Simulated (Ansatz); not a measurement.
## Quasi-harmonic thermodynamics of AgC (hypothetical, Fm-3m)

How much does AgC (hypothetical) expand with temperature? The crystal structure is hypothetical: it was made by swapping elements on a known structure type.

Method: DFT PBEsol, scalar-relativistic, plane waves, PAW, in Ansatz 0.2.0.

### Step 1. Set-up

The structure is cubic, space group Fm-3m (No. 225). The conventional cell has a = 5.033 Å, b = 5.033 Å, c = 5.033 Å, α = 90.00°, β = 90.00°, γ = 90.00°. Nearest to Ag lie 6 C at 2.52 Å. Nearest to C lie 6 Ag at 2.52 Å. Farther neighbours are not listed.

### Step 2. A first coarse run

A cheap single point shows whether the cell is a metal or an insulator and how far it is from rest; that sets the k-mesh and the occupations of what follows.

Contents of input.yaml:

```yaml
crystal:
  lattice:
    - [0.0, 2.51626, 2.51626]
    - [2.51626, 0.0, 2.51626]
    - [2.51626, 2.51626, 0.0]
  atoms:
    - { symbol: Ag, position: [0.0, 0.0, 0.0] }
    - { symbol: C, position: [0.5, 0.5, 0.5] }
kpoints:
  mp_grid: { grid: [6, 6, 6] }
hamiltonian:
  xc: pbesol
scf:
  occupations: { method: gaussian, width: 0.1 }
output:
  forces: true
  stress: true
  eigenvalues: true
```

Command:

```
> ansatz run input.yaml --threads 4 --pin off --max-ram 8192MiB --backend cpu --events-out ev --progress --plain --runs-dir out
```

Numbers of over 12 decimals in the logs are rounded to 6 here.

Output:

```text
Engine: ansatz 0.2.0, aarch64-unknown-linux-gnu
Pseudopotentials: kind: paw
Pseudopotential: Ag, paw, valence charge 19, recommended cutoff 420 eV (normal), Ag.paw.azcp
Pseudopotential: C, paw, valence charge 4, recommended cutoff 420 eV (normal), C.paw.azcp
Functional definition: PBEsol
  exchange = pbesol_x
  correlation = pbesol_c
Crystal: 2 atoms, lattice volume = 31.864 Å³
Basis set: ecut = 420 eV, 609 PW (Γ), exchange–correlation on 48×48×48 points (8 copies of the dense FFT grid, shifted against one another)
Bands: 16, of which v1, the nominal top of the filled ones, is band 12 counted from 1 (11 counted from 0)
Symmetry: 48 space group operations
Space group: Fm-3m (ITA 225), of the structure as read, at distance tolerance 3.2e-5 Å
k-points: 16 of 216
Non-local potential: Ag, projectors of the file, l = 0: 3, l = 1: 2, l = 2: 2, l = 3: 1
Non-local potential: C, projectors of the file, l = 0: 2, l = 1: 2, l = 2: 1
PAW form: soft (Blöchl's): semilocal exchange-correlation on the pseudo side does not see the compensation charge
PAW frozen core: Ag, regenerated for the run's functional, and the local potential with it (the file was generated under x = pbe(κ = 0.804, μ = 0.219515), c = pbe(β = 0.066725))
PAW frozen core: C, regenerated for the run's functional, and the local potential with it (the file was generated under x = pbe(κ = 0.804, μ = 0.219515), c = pbe(β = 0.066725))
PAW one-centre angular grid: Ag, 590 points (default); XC on 64 Gauss nodes
PAW one-centre angular grid: C, 110 points (default); XC on 64 Gauss nodes
Initial density: superposition of atomic densities (neutral atoms: chi_scale 0, normalization atom), corrected by the library's trained network
Initial wavefunctions: pseudopotential atomic-orbital guess
Functional: x = pbesol(κ = 0.804, μ = 0.123457), c = pbesol(β = 0.046)
SCF iter   1: F=—  HF=-7763.898131 eV  |F-HF|=—  |Δ(HF+E_count)|=         —  Δρ=9.12e-3  dr2=3.17e-2  ethr=1.77e-3  ⟨swp⟩=4.0  Hψ=1101  notcnv=0
preconditioner: auto → none  [insulator: Δε(μ)=0.194 eV  Ē_g=10.195 eV  σ=0.100 eV  W_gap=0.80  n_scr=14 (ndim 8)  ℏωp=25.5 eV  f_vac=0.000  D(μ)=0.66/eV (n_scr^D=0)  ε∞_Penn≈7.2]
SCF iter   2: F=—  HF=-7763.889986 eV  |F-HF|=—  |Δ(HF+E_count)|=   8.15e-3  Δρ=3.88e-3  dr2=6.54e-3  ethr=1.38e-4  ⟨swp⟩=1.4  Hψ=393  notcnv=0
SCF iter   3: F=—  HF=-7763.888502 eV  |F-HF|=—  |Δ(HF+E_count)|=   1.48e-3  Δρ=6.54e-4  dr2=1.08e-4  ethr=2.84e-5  ⟨swp⟩=1.7  Hψ=263  notcnv=0
SCF iter   4: F=—  HF=-7763.888477 eV  |F-HF|=—  |Δ(HF+E_count)|=   2.47e-5  Δρ=1.64e-4  dr2=1.98e-6  ethr=4.70e-7  ⟨swp⟩=2.0  Hψ=360  notcnv=0
SCF iter   5: F=—  HF=-7763.888464 eV  |F-HF|=—  |Δ(HF+E_count)|=   1.27e-5  Δρ=9.31e-6  dr2=2.61e-8  ethr=8.62e-9  ⟨swp⟩=2.2  Hψ=380  notcnv=0
SCF iter   6: F=-7763.888464 eV  HF=-7763.888464 eV  |F-HF|=1.53e-10  |Δ(HF+E_count)|=  9.24e-10  Δρ=9.75e-7  dr2=1.55e-10  ethr=1.13e-10  ⟨swp⟩=4.1  Hψ=905  notcnv=0
SCF 1 converged in 6 iterations: F = -7763.888464 eV  dr2 = 1.55e-10
  greatest PAW one-centre occupation: 1.001 electrons in one spin orbital (limit 2), on the Ag atom at site 0 (counted from 0), in its partial waves of l = 0
SCF converged after 6 iterations
Free energy (F): -7763.888464 eV
Harris-Foulkes:  -7763.888464 eV  (|F-HF|=1.53e-10)
Internal energy: -7763.884179 eV  (E = F + TS)
E sigma→0 (E₀):  -7763.886322 eV
Entropy (-TS):   -0.004286 eV (-2.143 meV/atom)
Fermi energy:    9.654060 eV
--- Per-component energies (eV) ---
  E_band       = -348.942846
  E_kinetic    = 597.171782
  E_local      = -2862.184364  (includes V_loc(G=0)·N_el)
  E_nonlocal   = 110.578556
  E_hartree    = 1252.785724
  E_xc         = -225.371902
  E_vxc        = -285.720224  (∫ρ·V_xc dr)
  E_paw        = -3927.349539  (= ΣΔE_a)
  E_vpaw       = -414.360437  (= ΣTr[D̂ρ^β])
  E_aug_tail   = 0.000310  (compensation charges beyond the density's cutoff)
  E_ewald      = -2709.858585
  E_core_change = 0.343840  (= ΣΔE_core)
  E_smearing   = -0.004286  (= −TS)
  E_closure    = -0.000000  (closes the sum)
  Σ components = -7763.888464   (vs F -7763.888464, Δ=0.00e0)
--- Forces (eV/Å), atoms counted from 1 ---
  atom   1  Ag    -0.00000000     0.00000000     0.00000000
  atom   2  C      0.00000000    -0.00000000    -0.00000000
  max |Σ_I F_I| component: 2.30e-30 eV/Å
--- Stress (GPa, compression-positive) ---
      -21.775106       0.000000      -0.000000
        0.000000     -21.775106       0.000000
       -0.000000       0.000000     -21.775106
  P = ⅓ Tr σ = -21.7751 GPa (-217.751 kbar)
--- Band table (eV; the first three rows and the last of 16) ---
  k-point 0: bands = [... 8 lower, 6.0420, 6.0420, 10.5004, 10.5004, 10.5004, 13.5448, 22.9224, 24.6123]
  k-point 1: bands = [... 8 lower, 6.0578, 6.0578, 9.3381, 10.9353, 10.9353, 14.7598, 20.8152, 23.1714]
  k-point 2: bands = [... 8 lower, 6.3149, 6.3149, 8.1467, 11.7474, 11.7474, 15.7996, 18.9668, 20.9540]
  k-point 15: bands = [... 8 lower, 6.6194, 7.4529, 7.9009, 8.8719, 9.4145, 15.5830, 19.4985, 19.7399]
```

Wall time 0.32 s (4 threads of Arm Neoverse V2, shared host); peak memory 0.27 GiB; 0.71 s of CPU time.

Reading the cycles: dr2 is the Hartree energy of the density residual (eV), the measure of convergence; HF is the Harris–Foulkes estimate of the energy, which meets the free energy F at convergence.

Numbers from this step:

```yaml
pressure: -21.78 GPa
volume_per_atom: 15.93 Å³
gap_on_the_k_mesh: 0 eV
```

The start is under -22 GPa at this level and looks like a metal on this mesh.

### Step 3. A loose first relaxation

The start is far from rest, so a relaxation with loose thresholds first brings it near the minimum.

Edit input.yaml of step 2 so:

```diff
@@ -9,3 +9,3 @@
 kpoints:
-  mp_grid: { grid: [6, 6, 6] }
+  mp_grid: { grid: [8, 8, 8] }
 hamiltonian:
@@ -18 +18,6 @@
   eigenvalues: true
+relax:
+  adjacent_minimum: "off"
+  f_tol: 0.05
+  max_steps: 80
+  cell: { stress_tol: 0.5 }
```

Output:

```text
[...]
Crystal: 2 atoms, lattice volume = 31.864 Å³
Basis set: ecut = 420 eV, 609 PW (Γ), exchange–correlation on 48×48×48 points (8 copies of the dense FFT grid, shifted against one another)
Bands: 16, of which v1, the nominal top of the filled ones, is band 12 counted from 1 (11 counted from 0)
Symmetry: 48 space group operations
[...]
k-points: 29 of 512
[...]
SCF iter   1: F=—  HF=-7763.886439 eV  |F-HF|=—  |Δ(HF+E_count)|=         —  Δρ=8.27e-3  dr2=2.15e-2  ethr=1.77e-3  ⟨swp⟩=4.1  Hψ=1982  notcnv=0
[...]
SCF iter   6: F=-7763.879310 eV  HF=-7763.879310 eV  |F-HF|=1.64e-11  |Δ(HF+E_count)|=   1.75e-9  Δρ=9.05e-7  dr2=1.48e-10  ethr=4.36e-11  ⟨swp⟩=3.1  Hψ=1534  notcnv=0
SCF 1 converged in 6 iterations: F = -7763.879310 eV  dr2 = 1.48e-10
[...]
relax step   1: F+E_penalty+E_count = -7763.87931031 eV  Δ(F+E_penalty+E_count) = +0.000e0 eV  max|allowed force component| = 2.209e-29 eV/Å  Δτ_max = 0.0000 Å  P = -22.428 GPa  Ω = 31.864 Å³  (6 SCF iters, dr2 threshold 1.00e-7 eV, accepted)
Crystal: 2 atoms, lattice volume = 27.427 Å³
Basis set: ecut = 420 eV, 531 PW (Γ), exchange–correlation on 48×48×48 points (8 copies of the dense FFT grid, shifted against one another)
[...]
iter 1 solved again at ethr=1.91e-3 eV; its pass at ethr=3.10e-3 eV (dr2=4.39e-1 eV) is discarded
[...]
SCF iter   6: F=-7764.436355 eV  HF=-7764.436355 eV  |F-HF|=1.57e-9  |Δ(HF+E_count)|=   1.29e-7  Δρ=3.52e-6  dr2=2.94e-9  ethr=8.70e-10  ⟨swp⟩=5.8  Hψ=2035  notcnv=0
SCF 2 converged in 6 iterations: F = -7764.436355 eV  dr2 = 2.94e-9
relax step   2: F+E_penalty+E_count = -7764.43635464 eV  Δ(F+E_penalty+E_count) = -5.570e-1 eV  max|allowed force component| = 1.275e-29 eV/Å  Δτ_max = 0.0000 Å  P = -15.984 GPa  Ω = 27.427 Å³  energy of the carried Pulay correction = +4.780e-3 eV  (6 SCF iters, dr2 threshold 2.00e-7 eV, accepted)
Crystal: 2 atoms, lattice volume = 23.423 Å³
Basis set: ecut = 420 eV, 459 PW (Γ), exchange–correlation on 48×48×48 points (8 copies of the dense FFT grid, shifted against one another)
[...]
SCF iter   6: F=-7764.638558 eV  HF=-7764.638558 eV  |F-HF|=5.15e-8  |Δ(HF+E_count)|=   1.00e-6  Δρ=1.54e-5  dr2=6.31e-8  ethr=8.70e-10  ⟨swp⟩=4.5  Hψ=1837  notcnv=0
SCF 3 converged in 6 iterations: F = -7764.638558 eV  dr2 = 6.31e-8
relax step   3: F+E_penalty+E_count = -7764.63855781 eV  Δ(F+E_penalty+E_count) = -2.022e-1 eV  max|allowed force component| = 1.262e-29 eV/Å  Δτ_max = 0.0000 Å  P = +3.441 GPa  Ω = 23.423 Å³  energy of the carried Pulay correction = +9.756e-3 eV  (6 SCF iters, dr2 threshold 2.00e-7 eV, accepted)
[...]
relax step   4: F+E_penalty+E_count = -7764.64233417 eV  Δ(F+E_penalty+E_count) = -3.776e-3 eV  max|allowed force component| = 2.695e-30 eV/Å  Δτ_max = 0.0000 Å  P = -0.967 GPa  Ω = 24.044 Å³  energy of the carried Pulay correction = +8.937e-3 eV  (6 SCF iters, dr2 threshold 2.00e-7 eV, accepted)
[...]
relax step   5: F+E_penalty+E_count = -7764.64295804 eV  Δ(F+E_penalty+E_count) = -6.239e-4 eV  max|allowed force component| = 1.660e-30 eV/Å  Δτ_max = 0.0000 Å  P = -0.008 GPa  Ω = 23.901 Å³  energy of the carried Pulay correction = +9.124e-3 eV  (6 SCF iters, dr2 threshold 2.00e-7 eV, accepted)
[...]
SCF iter   6: F=-7764.639449 eV  HF=-7764.639449 eV  |F-HF|=2.73e-12  |Δ(HF+E_count)|=  9.09e-12  Δρ=2.19e-8  dr2=5.22e-14  ethr=1.00e-12  ⟨swp⟩=1.3  Hψ=1074  notcnv=0
SCF 6 converged in 6 iterations: F = -7764.639449 eV  dr2 = 5.22e-14
relax step   6: F+E_penalty+E_count = -7764.63944943 eV  Δ(F+E_penalty+E_count) = +3.509e-3 eV  max|allowed force component| = 2.531e-30 eV/Å  Δτ_max = 0.0000 Å  P = -0.209 GPa  Ω = 23.901 Å³  stress off target by 2.09e-1 GPa  SCF on the basis re-selected at this cell (its energy is not comparable with the rows above)  (6 SCF iters)
basis re-selected at this cell: Δ(F+E_penalty+E_count) = +3.509e-3 eV, ΔP = -0.201 GPa vs the last step (what re-selecting the basis moved, of the pressure what is left beyond the Pulay correction that the steps carried, after the strain that the cell walked since its last selection, with what the two solves' SCF thresholds leave and, on support functions, any second-order correction that the steps lacked; it is no m [...]
SCF converged after 6 iterations
Free energy (F): -7764.639449 eV
[...]
Internal energy: -7764.635453 eV  (E = F + TS)
E sigma→0 (E₀):  -7764.637451 eV
Entropy (-TS):   -0.003997 eV (-1.998 meV/atom)
Fermi energy:    15.332494 eV
[...]
--- Stress (GPa, compression-positive) ---
       -0.209215       0.000000       0.000000
        0.000000      -0.209215       0.000000
        0.000000       0.000000      -0.209215
  P = ⅓ Tr σ = -0.2092 GPa (-2.092 kbar)
--- Band table (eV; the first three rows and the last of 29) ---
  k-point 0: bands = [... 8 lower, 10.3587, 10.3587, 15.7877, 15.7877, 15.7877, 21.5188, 28.5697, 32.1038]
  k-point 1: bands = [... 8 lower, 10.2770, 10.2770, 15.0941, 16.2342, 16.2342, 22.2294, 27.7737, 31.3625]
  k-point 2: bands = [... 8 lower, 10.5623, 10.5623, 13.9169, 17.2247, 17.2247, 23.0133, 26.4747, 29.2663]
  k-point 28: bands = [... 8 lower, 11.3293, 13.1484, 13.2821, 13.2821, 14.7753, 24.0806, 26.4336, 26.4336]
--- Relaxed structure (5 steps of the walk, 5 accepted, 1 SCFs on fresh bases) ---
  F+E_penalty+E_count = -7764.63944943 eV   max|allowed force component| = 2.531e-30 eV/Å   (the final SCF, on the basis selected at the relaxed cell)
  cell:  # Å, volume = 23.9014 Å³
    - [0, 2.286290, 2.286290]
    - [2.286290, 0, 2.286290]
    - [2.286290, 2.286290, 0]
  atoms:
    - { symbol: Ag, position: [0, 0, 0] }
    - { symbol: C, position: [0.5, 0.5, 0.5] }
```

Wall time 1.8 s (4 threads); peak memory 0.29 GiB; 5.2 s of CPU time.

Relaxation path:

| step | energy less that of the first step (eV) | largest force component (eV/Å) | pressure (GPa) | volume (Å³) |
| --- | --- | --- | --- | --- |
| 1 | 0.0000 | 0.0000 | -22.43 | 31.86 |
| 2 | -0.5570 | 0.0000 | -15.98 | 27.43 |
| 3 | -0.7592 | 0.0000 | 3.44 | 23.42 |
| 4 | -0.7630 | 0.0000 | -0.97 | 24.04 |
| 5 | -0.7636 | 0.0000 | -0.01 | 23.90 |
| 6* | -0.7601 | 0.0000 | -0.21 | 23.90 |

Relaxation steps marked * repeat the geometry before them on a plane-wave basis chosen anew for their cell, so energy and pressure can jump there.

Forces are held to the 48 operations that the run works with; a distortion that breaks them can't arise in this run.

| conventional cell, symmetrised | before | after | change |
| --- | --- | --- | --- |
| a (Å) | 5.033 | 4.573 | -9.1 % |
| b (Å) | 5.033 | 4.573 | -9.1 % |
| c (Å) | 5.033 | 4.573 | -9.1 % |
| volume (Å³/atom) | 15.93 | 11.95 | -25.0 % |

The relaxed structure:

```
Ag C
1.0
     0.00000    2.28629    2.28629
     2.28629    0.00000    2.28629
     2.28629    2.28629    0.00000
Ag C
1 1
Direct
  0.00000 0.00000 0.00000
  0.50000 0.50000 0.50000
```

Numbers from this step:

```yaml
pressure: -0.2092 GPa
volume_per_atom: 11.95 Å³
```

The relaxation ends with a pressure of -0.21 GPa.

(Part 1 of 3 ends here.)

[Logs are printed without paths, hosts, clocks, repeated set-up lines and the standing remarks that a program may print on its own settings, such as how far it seeks lower states.]

[Hosts, paths, dates, database ids (printed as entryN), source tags and the programs' standing remarks are cut or masked in the printed files.]

[A step with changed settings may run another functional than the one named; its input shows which.]
